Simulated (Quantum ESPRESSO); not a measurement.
# Moments of NaVF3 from a parallel start

Aim: the moments that NaVF3 holds when they start parallel.

Main program and level: Quantum ESPRESSO 7.5; PBEsol with U = 4 eV on V d (ortho-atomic projectors); plane waves with GBRV 1.5 PBEsol potentials, no spin-orbit coupling.

### 1. The structure

The structure is cubic, space group Pm-3m (No. 221). Conventional cell: a = 4.168 Å, b = 4.168 Å, c = 4.168 Å, α = 90.00°, β = 90.00°, γ = 90.00°. Nearest to Na lie 12 F at 2.95 Å. Nearest to V lie 6 F at 2.08 Å. Nearest to F lie 2 V at 2.08 Å. Farther neighbours and most contacts between anions are not listed.

The cell comes from Materials Project 2023-11-01, a database of computed structures, and need not be the stable phase.

### 2. Start 1: ferro +

The signs are those of the starting moments on the seeded atoms, the atoms that are given a moment.

Input file pw.in:

```
&CONTROL
  calculation = 'scf'
  prefix = 'pwscf'
  outdir = './tmp'
  pseudo_dir = './pseudo'
  disk_io = 'nowf'
/
&SYSTEM
  ibrav = 0
  celldm(1) = 8
  nat = 5
  ntyp = 3
  ecutwfc = 40
  ecutrho = 280
  nbnd = 32
  occupations = 'smearing'
  smearing = 'fd'
  degauss = 0.00734986
  nspin = 2
  starting_magnetization(1) = 0
  starting_magnetization(2) = 0.1538
  starting_magnetization(3) = 0
/
&ELECTRONS
  conv_thr = 1d-08
  electron_maxstep = 150
  mixing_beta = 0.3
/
ATOMIC_SPECIES
Na     22.9898 na_pbesol_v1.5.uspp.F.UPF
V      50.9415 v_pbesol_v1.4.uspp.F.UPF
F      18.9984 f_pbesol_v1.4.uspp.F.UPF
CELL_PARAMETERS alat
   0.9845088077602    0.0000000000000    0.0000000000000
   0.0000000000000    0.9845088077602    0.0000000000000
   0.0000000000000    0.0000000000000    0.9845088077602
ATOMIC_POSITIONS crystal
Na      0.0000000000    0.0000000000    0.0000000000
V       0.5000000000    0.5000000000    0.5000000000
F       0.0000000000    0.5000000000    0.5000000000
F       0.5000000000    0.0000000000    0.5000000000
F       0.5000000000    0.5000000000    0.0000000000
K_POINTS automatic
6 6 6 0 0 0
HUBBARD {ortho-atomic}
U V-3d 4.0000
```

Launch:

```console
$ OMP_NUM_THREADS=1 mpirun -n 2 pw.x -nk 2 -in pw.in > pw.out
```

The program printed:

```text
Program PWSCF v.7.5 starts

     Message from routine setup:
     using ibrav=0 with symmetry is DISCOURAGED, use correct ibrav instead

     K-points division:     npool     =       2
     Subspace diagonalization in iterative solution of the eigenvalue problem:

     G-vector sticks info
     --------------------
     sticks:   dense  smooth     PW     G-vecs:    dense   smooth      PW
     Sum        1369     793    241                38497    16831    2897

     Using Slab Decomposition

     bravais-lattice index     =            0
     lattice parameter (alat)  =       8.0000  a.u.
     unit-cell volume          =     488.5722 (a.u.)^3
     number of atoms/cell      =            5
     number of atomic types    =            3
     number of electrons       =        43.00
     number of Kohn-Sham states=           32
     kinetic-energy cutoff     =      40.0000  Ry
     charge density cutoff     =     280.0000  Ry
     scf convergence threshold =      1.0E-08
     mixing beta               =       0.3000
     number of iterations used =            8  plain     mixing
     Exchange-correlation= SLA  PW   PSX  PSC
                           (   1   4  10   8   0   0   0)
     Hubbard projectors: ortho-atomic
     Hubbard parameters of DFT+U (Dudarev formulation) in eV:
     U(V-3d) =  4.0000

     Internal variables: lda_plus_u =T, lda_plus_u_kind = 0

     Internal variables: orbital_resolved =F, hub_pot_fix =F, apply_U = F

     celldm(1)=   8.000000  celldm(2)=   0.000000  celldm(3)=   0.000000
     celldm(4)=   0.000000  celldm(5)=   0.000000  celldm(6)=   0.000000

     crystal axes: (cart. coord. in units of alat)
               a(1) = (   0.984509   0.000000   0.000000 )
               a(2) = (   0.000000   0.984509   0.000000 )
               a(3) = (   0.000000   0.000000   0.984509 )

     reciprocal axes: (cart. coord. in units 2 pi/alat)
               b(1) = (  1.015735  0.000000  0.000000 )
               b(2) = (  0.000000  1.015735  0.000000 )
               b(3) = (  0.000000  0.000000  1.015735 )

     PseudoPot. # 1 for Na read from file:
     na_pbesol_v1.5.uspp.F.UPF
     Pseudo is Ultrasoft, Zval =  9.0
     Generated by new atomic code, or converted to UPF format
     Using radial grid of  819 points,  5 beta functions with:
                l(1) =   0
                l(2) =   0
                l(3) =   1
                l(4) =   1
                l(5) =   2
     Q(r) pseudized with  8 coefficients,  rinner =    1.250   1.250   1.250
                                                       1.250   1.250

     PseudoPot. # 2 for V  read from file:
     v_pbesol_v1.4.uspp.F.UPF
     Pseudo is Ultrasoft + core correction, Zval = 13.0
     Generated by new atomic code, or converted to UPF format
     Using radial grid of  853 points,  6 beta functions with:
                l(1) =   0
                l(2) =   0
                l(3) =   1
                l(4) =   1
                l(5) =   2
                l(6) =   2
     Q(r) pseudized with  8 coefficients,  rinner =    1.100   1.100   1.100
                                                       1.100   1.100

     PseudoPot. # 3 for F  read from file:
     f_pbesol_v1.4.uspp.F.UPF
     Pseudo is Ultrasoft, Zval =  7.0
     Generated by new atomic code, or converted to UPF format
     Using radial grid of  799 points,  4 beta functions with:
                l(1) =   0
                l(2) =   0
                l(3) =   1
                l(4) =   1
     Q(r) pseudized with  8 coefficients,  rinner =    0.950   0.950   0.950

     atomic species   valence    mass     pseudopotential
     Na                9.00    22.98980     Na( 1.00)
     V                13.00    50.94150     V ( 1.00)
     F                 7.00    18.99840     F ( 1.00)

     Starting magnetic structure
     atomic species   magnetization
     Na              0.000
     V               0.154
     F               0.000

     48 Sym. Ops., with inversion, found

   Cartesian axes

     site n.     atom                  positions (alat units)
         1        Na     tau(   1) = (   0.0000000   0.0000000   0.0000000  )
         2        V      tau(   2) = (   0.4922544   0.4922544   0.4922544  )
         3        F      tau(   3) = (   0.0000000   0.4922544   0.4922544  )
         4        F      tau(   4) = (   0.4922544   0.0000000   0.4922544  )
         5        F      tau(   5) = (   0.4922544   0.4922544   0.0000000  )

     number of k points=    20  Fermi-Dirac smearing, width (Ry)=  0.0073
                       cart. coord. in units 2pi/alat
        k(    1) = (   0.0000000   0.0000000   0.0000000), wk =   0.0046296
        k(    2) = (   0.0000000   0.0000000   0.1692892), wk =   0.0277778
        k(    3) = (   0.0000000   0.0000000   0.3385783), wk =   0.0277778
        k(    4) = (   0.0000000   0.0000000  -0.5078675), wk =   0.0138889
        k(    5) = (   0.0000000   0.1692892   0.1692892), wk =   0.0555556
        [... 15 further k-points ...]

     Dense  grid:    38497 G-vectors     FFT dimensions: (  45,  45,  45)

     Smooth grid:    16831 G-vectors     FFT dimensions: (  32,  32,  32)

     Check: negative core charge=   -0.000001
     Generating pointlists ...
     new r_m :   0.2872 (alat units)  2.2973 (a.u.) for type    1
     new r_m :   0.2031 (alat units)  1.6244 (a.u.) for type    2
     new r_m :   0.2031 (alat units)  1.6244 (a.u.) for type    3

     Initial potential from superposition of free atoms

     starting charge      42.9924, renormalised to      43.0000

     STARTING HUBBARD OCCUPATIONS:

     =================== HUBBARD OCCUPATIONS ===================
     ------------------------ ATOM    2 ------------------------
     Tr[ns(  2)] (up, down, total) =   3.00000  0.00000  3.00000
     Atomic magnetic moment for atom   2 =   3.00000
     [... lines left out ...]
     Number of occupied Hubbard levels =    3.0000

     Atomic wfc used for Hubbard projectors are orthogonalized

     Starting wfcs are   27 randomized atomic wfcs +    5 random wfcs

     Self-consistent Calculation

     iteration #  1     ecut=    40.00 Ry     beta= 0.30
     Davidson diagonalization with overlap
     ethr =  1.00E-02,  avg # of iterations =  5.2

     =================== HUBBARD OCCUPATIONS ===================
     ------------------------ ATOM    2 ------------------------
     Tr[ns(  2)] (up, down, total) =   3.23864  0.23260  3.47124
     Atomic magnetic moment for atom   2 =   3.00604
     [... lines left out ...]
     Number of occupied Hubbard levels =    3.4712

     total energy              =    -385.93493739 Ry
     estimated scf accuracy    <       0.46248036 Ry

     total magnetization       =     3.00 Bohr mag/cell
     absolute magnetization    =     3.09 Bohr mag/cell

     iteration #  2     ecut=    40.00 Ry     beta= 0.30
     Davidson diagonalization with overlap
     ethr =  1.08E-03,  avg # of iterations =  2.2

     negative rho (up, down):  0.000E+00 8.793E-04

     total energy              =    -386.01277681 Ry
     estimated scf accuracy    <       0.07321267 Ry

     total magnetization       =     3.00 Bohr mag/cell
     absolute magnetization    =     3.05 Bohr mag/cell

     iteration #  3     ecut=    40.00 Ry     beta= 0.30
     Davidson diagonalization with overlap
     ethr =  1.70E-04,  avg # of iterations =  3.1

     negative rho (up, down):  0.000E+00 3.072E-03

     total energy              =    -386.02468160 Ry
     estimated scf accuracy    <       0.02145359 Ry

     total magnetization       =     3.00 Bohr mag/cell
     absolute magnetization    =     3.05 Bohr mag/cell

     [... further iterations left out ...]

     iteration #  8     ecut=    40.00 Ry     beta= 0.30
     Davidson diagonalization with overlap
     ethr =  5.71E-09,  avg # of iterations =  2.0

     negative rho (up, down):  0.000E+00 3.661E-03

     total energy              =    -386.02666566 Ry
     estimated scf accuracy    <       0.00000066 Ry

     total magnetization       =     3.00 Bohr mag/cell
     absolute magnetization    =     3.06 Bohr mag/cell

     iteration #  9     ecut=    40.00 Ry     beta= 0.30
     Davidson diagonalization with overlap
     ethr =  1.54E-09,  avg # of iterations =  1.6

     negative rho (up, down):  0.000E+00 3.660E-03

     total energy              =    -386.02666588 Ry
     estimated scf accuracy    <       0.00000010 Ry

     total magnetization       =     3.00 Bohr mag/cell
     absolute magnetization    =     3.06 Bohr mag/cell

     iteration # 10     ecut=    40.00 Ry     beta= 0.30
     Davidson diagonalization with overlap
     ethr =  2.39E-10,  avg # of iterations =  2.0

     negative rho (up, down):  0.000E+00 3.659E-03

     total energy              =    -386.02666602 Ry
     estimated scf accuracy    <       0.00000002 Ry

     total magnetization       =     3.00 Bohr mag/cell
     absolute magnetization    =     3.06 Bohr mag/cell

     iteration # 11     ecut=    40.00 Ry     beta= 0.30
     Davidson diagonalization with overlap
     ethr =  3.75E-11,  avg # of iterations =  2.0

     negative rho (up, down):  0.000E+00 3.659E-03

     Magnetic moment per site  (integrated on atomic sphere of radius R)
     atom   1 (R=0.287)  charge=  8.0487  magn=  0.0020
     atom   2 (R=0.203)  charge= 10.1533  magn=  2.2542
     atom   3 (R=0.203)  charge=  6.6622  magn=  0.0175
     atom   4 (R=0.203)  charge=  6.6622  magn=  0.0175
     atom   5 (R=0.203)  charge=  6.6622  magn=  0.0175

     End of self-consistent calculation

     =================== HUBBARD OCCUPATIONS ===================
     ------------------------ ATOM    2 ------------------------
     Tr[ns(  2)] (up, down, total) =   3.21163  0.28424  3.49587
     Atomic magnetic moment for atom   2 =   2.92739
     [... lines left out ...]
     Number of occupied Hubbard levels =    3.4959

     [... lines left out ...]
     the Fermi energy is     6.1751 ev

!    total energy              =    -386.02666612 Ry
     estimated scf accuracy    <          3.6E-10 Ry
     smearing contrib. (-TS)   =      -0.00000665 Ry
     internal energy E=F+TS    =    -386.02665947 Ry

     The total energy is F=E-TS. E is the sum of the following terms:
     one-electron contribution =    -236.85368086 Ry
     hartree contribution      =     135.41146955 Ry
     xc contribution           =     -61.45863846 Ry
     ewald contribution        =    -223.19424801 Ry
     Hubbard energy            =       0.06843831 Ry

     total magnetization       =     3.00 Bohr mag/cell
     absolute magnetization    =     3.06 Bohr mag/cell

     convergence has been achieved in  11 iterations

=------------------------------------------------------------------------------=
   JOB DONE.
=------------------------------------------------------------------------------=
```

Run time: 20 s. Hardware: 2 MPI ranks of Arm Neoverse V1, shared host; peak memory 0.36 GiB; 41 s of CPU time.

Spin moment in the atom's sphere by atom:

```
atom  spin moment in the atom's sphere (μB)
 Na1                                   0.00
  V2                                   2.25
  F3                                   0.02
  F4                                   0.02
  F5                                   0.02
```

Numbers from this step:

```
smearing term TS       : 9.04e-5 eV
magnetization          : 3 μB
absolute magnetization : 3.057 μB
final state            : ferromagnetic
```

### 3. Start 2: no spin polarisation

Changes to pw.in since step 2:

```diff
@@ -14,3 +14,3 @@
   ecutrho = 280
-  nbnd = 32
+  nbnd = 31
   occupations = 'smearing'
@@ -18,6 +18,2 @@
   degauss = 0.00734986
-  nspin = 2
-  starting_magnetization(1) = 0
-  starting_magnetization(2) = 0.1538
-  starting_magnetization(3) = 0
 /
```

The program printed:

```text
[banner, memory and clock lines left out]
Program PWSCF v.7.5 starts

     Message from routine setup:
     using ibrav=0 with symmetry is DISCOURAGED, use correct ibrav instead

     bravais-lattice index     =            0
     lattice parameter (alat)  =       8.0000  a.u.
     unit-cell volume          =     488.5722 (a.u.)^3
     number of atoms/cell      =            5
     number of atomic types    =            3
     number of electrons       =        43.00
     number of Kohn-Sham states=           31
     kinetic-energy cutoff     =      40.0000  Ry
     charge density cutoff     =     280.0000  Ry
     scf convergence threshold =      1.0E-08
     mixing beta               =       0.3000
     number of iterations used =            8  plain     mixing
     Exchange-correlation= SLA  PW   PSX  PSC
                           (   1   4  10   8   0   0   0)
     Hubbard projectors: ortho-atomic
     Hubbard parameters of DFT+U (Dudarev formulation) in eV:
     U(V-3d) =  4.0000

     Internal variables: lda_plus_u =T, lda_plus_u_kind = 0

     Internal variables: orbital_resolved =F, hub_pot_fix =F, apply_U = F

     celldm(1)=   8.000000  celldm(2)=   0.000000  celldm(3)=   0.000000
     celldm(4)=   0.000000  celldm(5)=   0.000000  celldm(6)=   0.000000

     crystal axes: (cart. coord. in units of alat)
               a(1) = (   0.984509   0.000000   0.000000 )
               a(2) = (   0.000000   0.984509   0.000000 )
               a(3) = (   0.000000   0.000000   0.984509 )

     reciprocal axes: (cart. coord. in units 2 pi/alat)
               b(1) = (  1.015735  0.000000  0.000000 )
               b(2) = (  0.000000  1.015735  0.000000 )
               b(3) = (  0.000000  0.000000  1.015735 )

     PseudoPot. # 1 for Na read from file:
     na_pbesol_v1.5.uspp.F.UPF
     Pseudo is Ultrasoft, Zval =  9.0

     PseudoPot. # 2 for V  read from file:
     v_pbesol_v1.4.uspp.F.UPF
     Pseudo is Ultrasoft + core correction, Zval = 13.0

     PseudoPot. # 3 for F  read from file:
     f_pbesol_v1.4.uspp.F.UPF
     Pseudo is Ultrasoft, Zval =  7.0

     atomic species   valence    mass     pseudopotential
     Na                9.00    22.98980     Na( 1.00)
     V                13.00    50.94150     V ( 1.00)
     F                 7.00    18.99840     F ( 1.00)

     48 Sym. Ops., with inversion, found

   Cartesian axes

     site n.     atom                  positions (alat units)
         1        Na     tau(   1) = (   0.0000000   0.0000000   0.0000000  )
         2        V      tau(   2) = (   0.4922544   0.4922544   0.4922544  )
         3        F      tau(   3) = (   0.0000000   0.4922544   0.4922544  )
         4        F      tau(   4) = (   0.4922544   0.0000000   0.4922544  )
         5        F      tau(   5) = (   0.4922544   0.4922544   0.0000000  )

     number of k points=    20  Fermi-Dirac smearing, width (Ry)=  0.0073
                       cart. coord. in units 2pi/alat
        k(    1) = (   0.0000000   0.0000000   0.0000000), wk =   0.0092593
        k(    2) = (   0.0000000   0.0000000   0.1692892), wk =   0.0555556
        k(    3) = (   0.0000000   0.0000000   0.3385783), wk =   0.0555556
        k(    4) = (   0.0000000   0.0000000  -0.5078675), wk =   0.0277778
        k(    5) = (   0.0000000   0.1692892   0.1692892), wk =   0.1111111
        [... 15 further k-points ...]

     Dense  grid:    38497 G-vectors     FFT dimensions: (  45,  45,  45)

     Smooth grid:    16831 G-vectors     FFT dimensions: (  32,  32,  32)

     Check: negative core charge=   -0.000001

     Initial potential from superposition of free atoms

     starting charge      42.9924, renormalised to      43.0000

     STARTING HUBBARD OCCUPATIONS:

     =================== HUBBARD OCCUPATIONS ===================
     ------------------------ ATOM    2 ------------------------
     Tr[ns(  2)] =   3.00000
     [... lines left out ...]
     Number of occupied Hubbard levels =    3.0000

     Atomic wfc used for Hubbard projectors are orthogonalized

     Starting wfcs are   27 randomized atomic wfcs +    4 random wfcs

     Self-consistent Calculation

     iteration #  1     ecut=    40.00 Ry     beta= 0.30
     Davidson diagonalization with overlap
     ethr =  1.00E-02,  avg # of iterations =  4.7

     =================== HUBBARD OCCUPATIONS ===================
     ------------------------ ATOM    2 ------------------------
     Tr[ns(  2)] =   3.37264
     [... lines left out ...]
     Number of occupied Hubbard levels =    3.3726

     Threshold (ethr) on eigenvalues was too large:
     Diagonalizing with lowered threshold

     Davidson diagonalization with overlap
     ethr =  9.36E-04,  avg # of iterations =  1.0

     total energy              =    -385.68059024 Ry
     estimated scf accuracy    <       0.40403094 Ry

     iteration #  2     ecut=    40.00 Ry     beta= 0.30
     Davidson diagonalization with overlap
     ethr =  9.40E-04,  avg # of iterations =  2.2

     total energy              =    -385.72785826 Ry
     estimated scf accuracy    <       0.06571107 Ry

     [... further iterations left out ...]

     iteration # 10     ecut=    40.00 Ry     beta= 0.30
     Davidson diagonalization with overlap
     ethr =  1.44E-09,  avg # of iterations =  1.0

     total energy              =    -385.73008985 Ry
     estimated scf accuracy    <       0.00000029 Ry

     iteration # 11     ecut=    40.00 Ry     beta= 0.30
     Davidson diagonalization with overlap
     ethr =  6.79E-10,  avg # of iterations =  2.0

     End of self-consistent calculation

     =================== HUBBARD OCCUPATIONS ===================
     ------------------------ ATOM    2 ------------------------
     Tr[ns(  2)] =   3.57669
     [... lines left out ...]
     Number of occupied Hubbard levels =    3.5767
     [... lines left out ...]
     the Fermi energy is     7.2499 ev

!    total energy              =    -385.73008995 Ry
     estimated scf accuracy    <          1.9E-09 Ry
     smearing contrib. (-TS)   =      -0.01758300 Ry
     internal energy E=F+TS    =    -385.71250695 Ry

     The total energy is F=E-TS. E is the sum of the following terms:
     one-electron contribution =    -236.30672605 Ry
     hartree contribution      =     134.66890056 Ry
     xc contribution           =     -61.15408612 Ry
     ewald contribution        =    -223.19424801 Ry
     Hubbard energy            =       0.27365267 Ry

     convergence has been achieved in  11 iterations
```

Wall time 12 s (2 MPI ranks); peak memory 0.32 GiB.

Numbers from this step:

| Item | Value |
| --- | --- |
| smearing term TS | 0.2392 eV |
| final state | non-magnetic (no spin polarisation) |

### 4. The states side by side

An order is kept where moments of 0.15 μB or more survive with the typed signs; meshes match where a doubled cell samples the same k points as the first cell.

Orders:

```
               start    final state  typed order kept  energy over the lowest (meV a seeded atom)  largest site moment (μB)  net moment (μB a cell of the first run)  mesh matched  CPU time (s)
             ferro +  ferromagnetic               yes                                           0                     2.254                                        3           yes         40.62
no spin polarisation   non-magnetic                 -                                        4035                         0                                        0           yes         23.16
```

### 5. Occupations of the corrected shells in the lowest state

Occupations of the Hubbard shells:

```
block  type  shell  spin  electrons             occupation numbers
    2     V     3d    up      3.212  0.109 0.109 0.998 0.998 0.998
    2     V     3d  down     0.2842  0.034 0.034 0.034 0.091 0.091
```

### 6. Results

- state found: ferromagnetic (from ferro +)
- largest site moment: 2.25 μB
- state without moments (under the same U): 4035 meV a seeded atom higher

What this shows: Under a U the spinless run pays the Hubbard penalty of a partly filled shell, so its energy overstates what forming the moments gains. No opposed start was run, so this says nothing of the order that the crystal takes. Energies are free energies at an electronic temperature of 1160 K, which lowers moments and differences where the moments are itinerant. In another run degenerate orbitals of a corrected shell are partly filled, so under the U its energy may be too high.

[Logs and program files are shortened in this print: banners, set-up blocks, solver, clock and traceback lines can be left out without a mark of their own.]

[Logs are printed without paths, hosts, clocks, repeated set-up lines and the standing remarks that a program may print on its own settings, such as how far it seeks lower states.]

[Hosts, paths, dates, database ids (printed as entryN), source tags and the programs' standing remarks are cut or masked in the printed files.]

[Where a cell is said to come from a database of computed structures, the database is the Materials Project.]
